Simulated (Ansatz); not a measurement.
## Rb on Nb(110): change of the work function: cost of one run

Ansatz 0.2.0; plane-wave DFT, PBE-D3(BJ), Ansatz PAW. The cell holds 4 atoms.

File input.yaml:

```yaml
crystal:
  lattice:
    - [2.3334523779, -1.65, 0.0]
    - [2.3334523779, 1.65, 0.0]
    - [0.0, 0.0, 25.0003571337]
  atoms:
    - { symbol: Nb, position: [0.0, 0.0, 0.3599948573] }
    - { symbol: Nb, position: [0.5, 0.5, 0.4533316191] }
    - { symbol: Nb, position: [0.0, 0.0, 0.5466683809] }
    - { symbol: Nb, position: [0.5, 0.5, 0.6400051427] }
kpoints:
  mp_grid: { grid: [11, 11, 1] }
hamiltonian:
  xc: pbe
  dispersion: d3bj
scf:
  occupations: { method: fermi_dirac, width: 0.1 }
  convergence: { dr2_threshold: 1.0e-08 }
efield:
  axis: 3
  dipole_correction: true
  ramp_position: 0.97
  ramp_width: 0.06
relax:
  f_tol: 0.02
  max_steps: 60
  constraints: [{ sites: [0, 1] }]
output:
  write_potential: true
  write_density: true
  volumetric_format: npy
```

Run with:

```sh
$ ansatz run input.yaml --threads 4 --pin off --max-ram 6144MiB --backend cpu --events-out ev --progress --plain --runs-dir out
```

The cutoff in use is 420 eV. For reference, a run of the same kind (17 atoms, 13 k-points, 131 bands and 17,211 plane waves; 66 SCF cycles) took 11 min and 3.2 GiB on the same hardware.

What time and memory should one allow on 4 threads of Arm Neoverse N1, shared host?

A cutoff of 420 eV is a sphere of radius 10.5 Å⁻¹, so a cell of 193 Å³ holds about V·G³/6π² = 3,762 plane waves. At two electrons a band, the 52 electrons need 26 bands, and 6 more are carried. Symmetry cuts the 11×11×1 mesh from 121 to 36 points. The run has 36 k-points, 32 bands and 3,769 plane waves. Taking the work of a cycle as k-points × spins × bands × plane waves, that is 0.15 times the reference, or 1.7 min at the reference's 66 cycles. The run needed 40 SCF cycles over 5 ionic steps, which makes it about 61 s. One copy of the wavefunctions takes 0.065 GiB at 16 bytes a coefficient, against 0.44 GiB in the reference; grids, projectors and work arrays come on top. Measured: about 39 s, with a peak of 0.55 GiB. The run was quicker than this simple count says.

[Logs are printed without paths, hosts, clocks, repeated set-up lines and the standing remarks that a program may print on its own settings, such as how far it seeks lower states.]

[Hosts, paths, dates, database ids (printed as entryN), source tags and the programs' standing remarks are cut or masked in the printed files.]

[Maps of the electrostatic potential energy from Ansatz leave out the sawtooth potential of an applied field or a dipole correction, so their vacuum need not be flat; planar profiles and work functions include it.]
